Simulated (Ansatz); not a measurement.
# Lattice dynamics of BaZn (Pm-3m), part 2 of 2

Aim: the phonons of BaZn (Pm-3m) at a cell relaxed beforehand at this level. After the zone centre comes a 4×4×4 q mesh on a 12×12×12 k mesh.

Ansatz 0.2.0; DFT PBEsol, scalar-relativistic, plane waves, PAW; PAW set soft_1.

So far. Step 2 (Modes at Γ): Before it was imposed, the acoustic sum rule was missed by 6.6e-5 eV/Å². Small misses are needed for a sound result but don't prove that mesh and cutoff are converged. The lowest optical mode is real, 105 cm⁻¹.

### Step 3. Phonons on a q mesh

Stability and thermal properties need the whole zone. Linear response on a 4×4×4 q mesh gives force constants as far as a supercell of that size would.

Input file input.yaml:

```yaml
crystal:
  lattice:
    - [3.9906826975, 0.0, 0.0]
    - [0.0, 3.9906826975, 0.0]
    - [0.0, 0.0, 3.9906826975]
  atoms:
    - { symbol: Ba, position: [0.0, 0.0, 0.0] }
    - { symbol: Zn, position: [0.5, 0.5, 0.5] }
kpoints:
  mp_grid: { grid: [12, 12, 12] }
hamiltonian:
  xc: pbesol
  pseudopotentials: { kind: paw, azcp: { folder: soft_1 }, xc_functional: pbe }
scf:
  occupations: { method: methfessel_paxton, width: 0.2 }
output:
  eigenvalues: true
phonons:
  method: dfpt
  qmesh: [4, 4, 4]
  temperatures: { t_max: 1000, t_step: 50 }
  qpath:
    path:
      - [[0.0, 0.0, 0.0], [0.0, 0.5, 0.0], [0.5, 0.5, 0.0], [0.0, 0.0, 0.0], [0.5, 0.5, 0.5], [0.0, 0.5, 0.0]]
      - [[0.5, 0.5, 0.5], [0.5, 0.5, 0.0]]
    npoints: 10
```

Command:

```sh
> ansatz run input.yaml --threads 4 --pin off --max-ram 10240MiB --backend cpu --events-out ev --progress --plain --runs-dir out
```

Numbers of over 12 decimals in the logs are rounded to 6 here.

The log of the run:

```text
[...]
Crystal: 2 atoms, lattice volume = 63.554 Å³
Basis set: ecut = 420 eV, 1237 PW (Γ), exchange–correlation on 54×54×54 points (8 copies of the dense FFT grid, shifted against one another)
Bands: 15, of which v1, the nominal top of the filled ones, is band 11 counted from 1 (10 counted from 0)
Symmetry: 48 space group operations
k-points: 84 of 1728
[...]
SCF iter   1: F=—  HF=-9145.362333 eV  |F-HF|=—  |Δ(HF+E_count)|=         —  Δρ=1.02e-1  dr2=5.98e0  ethr=3.10e-3  ⟨swp⟩=7.3  Hψ=8628  notcnv=0
[...]
SCF iter  11: F=-9143.929819 eV  HF=-9143.929819 eV  |F-HF|=3.64e-12  |Δ(HF+E_count)|=  2.29e-10  S|Δr|=    0.00e0  Δρ=9.71e-8  dr2=5.59e-12  ethr=1.00e-12  ⟨swp⟩=6.0  Hψ=8166  notcnv=0
[...]
SCF 1 converged in 11 iterations: F = -9143.929819 eV  dr2 = 5.59e-12
[...]
iter 1 solved again at ethr=6.67e-6 eV; its pass at ethr=3.10e-3 eV (dr2=1.47e-3 eV) is discarded
SCF iter   1: F=—  HF=-9143.929818 eV  |F-HF|=—  |Δ(HF+E_count)|=         —  Δρ=9.14e-6  dr2=3.82e-8  ethr=6.67e-6  ⟨swp⟩=2.4  Hψ=10908  notcnv=0
eigensolver tolerance schedule: the retry pair's looser diagonalisation over-reported the residual by 38393.36 of it (diagonalisation noise at an unbounded share of the residual, at the tolerance the schedule requests for it); recorded, not acted on — ethr = c·dr2/N_el stays at c = 1.0e-1
[...]
SCF iter   2: F=—  HF=-9143.929819 eV  |F-HF|=—  |Δ(HF+E_count)|=   7.74e-7  S|Δr|=    0.00e0  Δρ=9.62e-6  dr2=3.01e-8  ethr=1.74e-10  ⟨swp⟩=3.1  Hψ=3109  notcnv=0
[...]
SCF iter  10: F=-9143.929819 eV  HF=-9143.929819 eV  |F-HF|=1.82e-12  |Δ(HF+E_count)|=  2.55e-11  S|Δr|=    0.00e0  Δρ=2.12e-8  dr2=1.41e-13  ethr=1.00e-12  ⟨swp⟩=1.6  Hψ=3601  notcnv=0
SCF 2 converged in 10 iterations: F = -9143.929819 eV  dr2 = 1.41e-13
phonons: the bands overlap, so this run is a metal and interpolates without the dipole-dipole term. If the crystal is really an insulator or semiconductor, its LO-TO splitting is missing
NSCF: frozen V_eff on 84 k-points
WARN: eigensolver did not converge in 4 slots of this pass, the one above among them; of largest residual over every band (k=12): 1 band(s) unlocked (lowest unlocked band 14, counted from 0; max residual 6.22e-5 eV among the unlocked bands, 6.22e-5 eV over every band); of lowest unlocked band (k=5): band 14
[...]
DFPT response loops at q = (0, 0, 0) (fractional): preconditioner auto → Kerker (q_TF=auto, 2.286 Å⁻¹) (partly filled bands, converged f_vac=0.000); β = 1.00, the filter's whole step (`scf.mixing.beta` (0.50) is not read by the response loops under this deck's `scf.mixing.preconditioner`; to damp them name `kerker` or `kerker_dos`, under which they read `scf.mixing.beta`, and type it under 1.00, their step now; both keys bind the ground state too); Broyden in place of MSR1
[...]
SCF converged after 11 iterations
[...]
Free energy (F): -9143.929819 eV
[...]
Internal energy: -9143.929226 eV  (E = F + TS)
E sigma→0 (E₀):  -9143.929671 eV
Entropy (-TS):   -0.000593 eV (-0.297 meV/atom)
Fermi energy:    8.330175 eV
[...]
--- Band table (eV; the first three rows and the last of 84) ---
  k-point 0: bands = [... 7 lower, 1.3904, 1.3904, 2.8783, 8.8314, 8.8314, 12.1053, 12.1053, 12.1053]
  k-point 1: bands = [... 7 lower, 1.3907, 1.3908, 2.9790, 8.8561, 8.8637, 11.8361, 11.8361, 11.8398]
  k-point 2: bands = [... 7 lower, 1.3919, 1.3920, 3.2638, 8.7747, 8.9568, 11.3143, 11.3143, 11.5210]
  k-point 83: bands = [... 7 lower, 1.4601, 1.4601, 6.4977, 6.9818, 6.9818, 6.9818, 14.2052, 14.2052]
--- Phonons (Γ-DFPT): 2 representative perturbations + reference (Σ response iterations 7) ---
  ASR residual: 6.621e-5 → 0.000e0 eV/Å²; symmetrization residual: 3.711e-6 eV/Å²
  ASR residual per site (eV/Å²): 6.62e-5 1.73e-5
  Γ frequencies (cm⁻¹): 0.00 0.00 0.00 105.41 105.41 105.41
--- Phonons (arbitrary-q DFPT): 10 irreducible q on the 4×4×4 mesh ---
  q = [0.0000, 0.0000, 0.0000] (star 1, of the zone-centre solve; hermiticity 4.10e-6, symmetrization 2.12e-12): -0.00 0.00 0.00 105.41 105.41 105.41
  q = [0.0000, 0.0000, 0.2500] (star 6, 4 solved perturbations in 1848 linear systems a pass and spin channel, the states on 588 of 1728 k-point pairs; hermiticity 1.69e-6, symmetrization 7.59e-13): 38.06 38.06 53.26 94.46 99.58 99.58
[...]
q = [0.0000, 0.2500, -0.5000] (star 12, 6 solved perturbations on 588 of 1728 k-point pairs; hermiticity 5.88e-6, symmetrization 9.68e-14): 41.48 55.10 61.79 87.79 91.72 91.84
[...]
sum rule: each row above includes the acoustic sum rule's correction from the zone centre's row sums; it moved no ω² by more than (0.36 cm⁻¹)²
  mesh force constants: q→R imaginary residual 1.63e-18; ASR residual 6.621e-5 → 0.000e0 eV/Å²; symmetrization residual 2.665e-15 eV/Å²
  interpolated dispersion: 62 rows × 6 modes
  density of states and harmonic sums: on the 16×16×16 q-mesh, interpolated from the force constants of a 4×4×4 supercell (no non-analytic term)
  largest difference from the sums on the solved wave vectors: F 1.52e-2 eV, S 1.91e-5 and C_V 3.98e-6 eV/K
  zero-point energy: 0.026590 eV/cell   skipped modes (ω ≤ 0): 3   left out of the sums: 1.22e-4 of the cell's modes: C_V's classical limit lies that fraction below 3 k_B per atom; for a crystal, a wire or a layer, F and S can be off by more, and a phonons.interpolated_qmesh denser along its periods is the remedy for the sampling
```

Run time: 7.6 min. Hardware: 4 threads of Arm Neoverse V2, shared host; peak memory 2.5 GiB; 30 min of CPU time.

This step gave:

| Item | Value |
| --- | --- |
| sum-rule residual before enforcement | 6.62e-5 eV/Å² |
| lowest frequency on the path | 0 cm⁻¹ |
| highest frequency on the path or at a solved wavevector | 105.4 cm⁻¹ |
| mean frequency | 71.5 cm⁻¹ |
| Debye temperature (second moment) | 138 K |
| logarithmic mean frequency | 68 cm⁻¹ |
| lowest mode on the q mesh (acoustic modes at Γ apart) | 36.05 cm⁻¹ |
| zero-point energy per atom | 13.3 meV |
| heat capacity at 300 K | 24.68 J/(mol atoms K) |
| vibrational entropy at 300 K | 53.02 J/(mol atoms K) |

Frequencies (cm⁻¹) solved at each irreducible wavevector; negative means imaginary. Frequencies by wavevector, by row:

| q in reciprocal lattice units | star | mode 1 | mode 2 | mode 3 | mode 4 | mode 5 | mode 6 |
| --- | --- | --- | --- | --- | --- | --- | --- |
| 0 0 0 | 1 | 0 | 0 | 0 | 105.4 | 105.4 | 105.4 |
| 0 0 0.25 | 6 | 38.1 | 38.1 | 53.3 | 94.5 | 99.6 | 99.6 |
| 0 0 -0.5 | 3 | 60.6 | 60.6 | 73.5 | 85 | 91.9 | 91.9 |
| 0 0.25 0.25 | 12 | 36.5 | 48.9 | 75.3 | 82.7 | 95.6 | 97.2 |
| 0 0.25 -0.5 | 12 | 41.5 | 55.1 | 61.8 | 87.8 | 91.7 | 91.8 |
| 0 -0.5 -0.5 | 3 | 36 | 36 | 51.6 | 86.7 | 86.7 | 89.9 |
| 0.25 0.25 0.25 | 8 | 52 | 52 | 65.6 | 86.7 | 92.8 | 92.8 |
| 0.25 0.25 -0.5 | 12 | 43.9 | 62.1 | 69.5 | 80.8 | 82.8 | 92.3 |
| 0.25 -0.5 -0.5 | 6 | 48.8 | 48.8 | 64.2 | 79.9 | 83.6 | 83.6 |
| -0.5 -0.5 -0.5 | 1 | 68.5 | 68.5 | 68.5 | 81.4 | 81.4 | 81.4 |

Interpolated from a 4×4×4 q mesh. Phonon branches along the path, in cm⁻¹:

```
    point  branch 1  branch 2  branch 3  branch 4  branch 5  branch 6
        Γ         0         0         0       105       105       105
  halfway        38        38        53        94       100       100
        X        61        61        74        85        92        92
  halfway        42        55        62        88        92        92
        M        36        36        52        87        87        90
  halfway        36        49        75        83        96        97
        Γ         0         0         0       105       105       105
  halfway        52        52        66        87        93        93
        R        68        68        68        81        81        81
  halfway        44        62        70        81        83        92
        X        61        61        74        85        92        92
jump to R        68        68        68        81        81        81
  halfway        49        49        64        80        84        84
        M        36        36        52        87        87        90
```

The phonon branches as a text plot (rows in cm⁻¹):

```
    103 |***                   ******
     99 |  ***               ***    ****
     94 |   * ** ***       *** *        *           *****
     90 |    ** ***********   *      **            *  ****     **
     86 |      **  *  *******          *****      *  *   *   ****
     81 |        **          *             ************** ****
     77 |        *           *                   * *   **   *
     72 |      ** *                    *         ***  *  * *
     68 |     *    *       ** *              ****   **    * *
     64 |                            ** *  ***   *  ****     *
     59 |    * ****       *              ** *    ***    ** *
     55 |   *      ***    *                *      *     *   * **
     51 |     *   *   **** *** *        *                    *  *
     46 |    *     * *   *          *  *           *   *
     42 |             *       *                     ***       *
     37 |   *       **********  *                              **
     33 |  *                  **     **
     29 |
     24 | **                   **  **
     20 |                       **
     15 | *
     11 |*                       * *
      7 |*
      2 |                         *
         Γ      X      M          Γ            R        X|R     M
```

Tetrahedra on a 16×16×16 mesh, mean over bins of 1 cm-1. Interpolated from a 4×4×4 q mesh. Table of phonon density of states by wavenumber; read off at these points:

```csv
wavenumber (cm⁻¹),phonon density of states (1/cm⁻¹/cell)
2.50,3.0e-5
5.00,1.2e-4
7.50,2.6e-4
10.00,7.7e-4
12.50,0.00137
15.00,0.00192
17.50,0.00274
20.00,0.00385
22.50,0.00491
25.00,0.00618
27.50,0.00786
30.00,0.0103
32.50,0.0129
35.00,0.0171
37.50,0.0557
40.00,0.0842
42.50,0.115
45.00,0.0684
47.50,0.0586
50.00,0.0593
52.50,0.0913
53.50,0.108
55.00,0.100
57.50,0.0868
60.00,0.0813
62.50,0.0609
65.00,0.0683
67.50,0.0606
70.00,0.0624
72.50,0.0456
75.00,0.0334
77.50,0.0268
80.00,0.0352
82.50,0.157
83.50,0.218
85.00,0.186
87.50,0.147
90.00,0.139
92.50,0.180
94.50,0.193
95.00,0.164
97.50,0.0830
100.00,0.0508
102.50,0.0267
105.00,0.00544
```

The partial phonon density of states has structure finer than the step of the table below, so its rows give means over 5 cm⁻¹, whole bins alone (the curve runs from -10 to 119 cm⁻¹). Peaks (cm⁻¹: height): Ba 42.6: 0.0483, 54.7: 0.0679, 84.6: 0.0697; Zn 41.8: 0.0418, 92.7: 0.119.

Phonopy on the run's constants, 15x15x15 mesh, Gaussian sigma 2.0 cm-1. Interpolated from a 4×4×4 q mesh. Partial phonon density of states against wavenumber; means over each step; values in 1/cm⁻¹/cell:

| wavenumber (cm⁻¹) | Ba | Zn |
| --- | --- | --- |
| -5 | 1.3e-5 | 6.0e-6 |
| 0 | 9.5e-5 | 4.6e-5 |
| 5 | 6.4e-5 | 2.9e-5 |
| 10 | 7.8e-4 | 3.7e-4 |
| 15 | 0.00143 | 6.7e-4 |
| 20 | 0.00286 | 0.00133 |
| 25 | 0.00409 | 0.00192 |
| 30 | 0.00778 | 0.00381 |
| 35 | 0.0166 | 0.0132 |
| 40 | 0.0416 | 0.0373 |
| 45 | 0.0403 | 0.0331 |
| 50 | 0.0443 | 0.0252 |
| 55 | 0.0650 | 0.0251 |
| 60 | 0.0538 | 0.0243 |
| 65 | 0.0441 | 0.0200 |
| 70 | 0.0378 | 0.0174 |
| 75 | 0.0272 | 0.0145 |
| 80 | 0.0335 | 0.0423 |
| 85 | 0.0656 | 0.0905 |
| 90 | 0.0494 | 0.103 |
| 95 | 0.0418 | 0.0975 |
| 100 | 0.0178 | 0.0393 |
| 105 | 0.00388 | 0.00858 |
| 110 | 1.3e-4 | 2.8e-4 |
| 115 | 0 | 0 |

Second derivatives of the energy by pair, one row for each kind of neighbour of each atom listed. Each entry sums the pair over the periodic images of the supercell that the q mesh stands for, and in a polar crystal it holds the long-range dipole part too. Force constants by pair, by row:

```
atom  neighbour  distance (Å)  third of the trace (eV/Å²)  along the pair's line (eV/Å²)
 Ba1     itself             0                       2.433                              –
 Ba1         Zn         3.456                     -0.2004                        -0.5035
 Ba1         Ba         3.991                      -0.069                         -0.348
 Ba1         Ba         5.644                      0.0043                        -0.0071
 Ba1         Zn         6.618                     -0.0083                        -0.0291
 Ba1         Ba         6.912                     -0.0341                        -0.0723
 Zn2     itself             0                       1.505                              –
 Zn2         Ba         3.456                     -0.2004                        -0.5035
 Zn2         Zn         3.991                      0.0804                         0.2417
 Zn2         Zn         5.644                     -0.0058                        -0.0199
 Zn2         Ba         6.618                     -0.0083                        -0.0291
 Zn2         Zn         6.912                     -0.0165                        -0.0424
```

Harmonic thermodynamic functions per atom, from the density of states. Interpolated from a 4×4×4 q mesh. Thermodynamic functions, by row:

| T (K) | F_vib (meV/atom) | S (J/mol-atom/K) | C_V (J/mol-atom/K) |
| --- | --- | --- | --- |
| 0 | 13.3 | 0 | 0 |
| 50 | 11.03 | 12.38 | 17.59 |
| 100 | 0.65 | 26.64 | 22.72 |
| 200 | -36.36 | 43.07 | 24.36 |
| 300 | -86.5 | 53.02 | 24.68 |
| 400 | -145.3 | 60.14 | 24.79 |
| 500 | -210.6 | 65.68 | 24.84 |
| 600 | -281.1 | 70.21 | 24.87 |
| 700 | -355.9 | 74.05 | 24.89 |
| 800 | -434.4 | 77.37 | 24.9 |
| 900 | -516.2 | 80.31 | 24.91 |
| 1000 | -600.8 | 82.93 | 24.92 |

Harmonic mean-square displacement, third of the trace. Interpolated from a 4×4×4 q mesh. Mean square displacements, by row:

```
T (K)  Ba1 U_eq (Å²)  Zn2 U_eq (Å²)
    0        0.00206        0.00376
  100        0.00592        0.00955
  300        0.01699        0.02703
  600        0.03383        0.05376
```

Symmetry leaves 10 wavevectors to solve. The lowest mode among them, the acoustic zeros apart, lies at q = (0, -0.5, -0.5) and is real, 36.0 cm⁻¹.

### Step 4. Another isotope, element Ba, natural mass 137.327 amu

An isotope changes the mass and not the force constants, so no new electronic calculation is needed; the shifts show which modes move this element.

The same force constants with the mass of Ba changed from 137.327 to 133.905 u (phonopy, no LO-TO term). Both lists are sorted by frequency; levels can cross, so a row need not hold one and the same mode. Modes under 3 cm⁻¹ are left out. Isotope shifts, by row:

| q | rank | natural mass (cm⁻¹) | changed mass (cm⁻¹) |
| --- | --- | --- | --- |
| 0 0 0 | 4 | 105.4 | 105.8 |
| 0 0 0 | 5 | 105.4 | 105.8 |
| 0 0 0 | 6 | 105.4 | 105.8 |
| 0 0 0.25 | 1 | 38.06 | 38.43 |
| 0 0 0.25 | 2 | 38.06 | 38.43 |
| 0 0 0.25 | 3 | 53.26 | 53.64 |
| 0 0 0.25 | 4 | 94.46 | 94.98 |
| 0 0 0.25 | 5 | 99.58 | 99.88 |
| 0 0 0.25 | 6 | 99.58 | 99.88 |
| 0 0 -0.5 | 1 | 60.56 | 61.33 |
| 0 0 -0.5 | 2 | 60.56 | 61.33 |
| 0 0 -0.5 | 3 | 73.5 | 73.5 |
| 0 0 -0.5 | 4 | 85.03 | 86.11 |
| 0 0 -0.5 | 5 | 91.9 | 91.9 |
| 0 0 -0.5 | 6 | 91.9 | 91.9 |
| 0 0.25 0.25 | 1 | 36.47 | 36.73 |
| 0 0.25 0.25 | 2 | 48.86 | 49.38 |
| 0 0.25 0.25 | 3 | 75.27 | 76.22 |
| 0 0.25 0.25 | 4 | 82.65 | 82.67 |
| 0 0.25 0.25 | 5 | 95.58 | 95.76 |
| 0 0.25 0.25 | 6 | 97.2 | 97.75 |

A mode of this element alone would shift by +1.27 %. The highest zone-centre frequency without the field goes from 105.4 to 105.8 cm⁻¹ (+0.4 %). The product of the frequency ratios over all optical modes at Γ is 1.012; the product rule, (m/m′)^(3k/2) (M′/M)^(3/2) with k = 1 such atoms and M the mass of the cell, gives 1.012.

### Step 5. Another isotope, element Zn, natural mass 65.38 amu

The same for Zn, from 65.38 to 67.92 u.

A mode of this element alone would shift by -1.89 %. The highest zone-centre frequency without the field goes from 105.4 to 104.1 cm⁻¹ (-1.3 %). The product of the frequency ratios over all optical modes at Γ is 0.962; the product rule, (m/m′)^(3k/2) (M′/M)^(3/2) with k = 1 such atoms and M the mass of the cell, gives 0.962.

### Step 6. What came out

| Item | Value |
| --- | --- |
| space group (within 0.01 Å) | Pm-3m |
| volume per atom | 31.8 Å³ |
| electronic character | no gap on this mesh |
| highest optical mode at the zone centre (no LO-TO term) | 105 cm⁻¹ |
| lowest optical zone-centre mode | 105 cm⁻¹ |
| lowest mode on the q mesh (acoustic modes at Γ apart) | 36.0 cm⁻¹ |
| highest frequency on the path or at a solved wavevector | 105 cm⁻¹ |
| zero-point energy per atom | 13.3 meV |
| heat capacity at 300 K | 24.7 J/(mol atoms K) |
| vibrational entropy at 300 K | 53.0 J/(mol atoms K) |
| Debye temperature (second moment) | 138 K |
| imaginary modes on the 4×4×4 q mesh | none |

**Reading.** The structure is a minimum as far as tested: no mode is imaginary at the 10 irreducible wavevectors of the 4×4×4 mesh, and the softest away from the acoustic zeros lies at 36 cm⁻¹. The optical modes at Γ form one degenerate level at 105 cm⁻¹. The highest mode in this list at Γ, 105.4 cm⁻¹, has its largest share on Zn (68 % of the kinetic energy). With no gap, or one that is small against the smearing, the frequencies hang on the k mesh and the smearing, most of all near Kohn anomalies. Spin-orbit coupling is left out, which can matter for the heavy elements here. The PAW files were made for PBE and serve the other functionals too. A phonon run warned that its eigensolver left some bands unconverged in a pass. These are harmonic frequencies at zero temperature: anharmonic shifts, linewidths and thermal expansion are left out.

[Logs are printed without paths, hosts, clocks, repeated set-up lines and the standing remarks that a program may print on its own settings, such as how far it seeks lower states.]

[Hosts, paths, dates, database ids (printed as entryN), source tags and the programs' standing remarks are cut or masked in the printed files.]
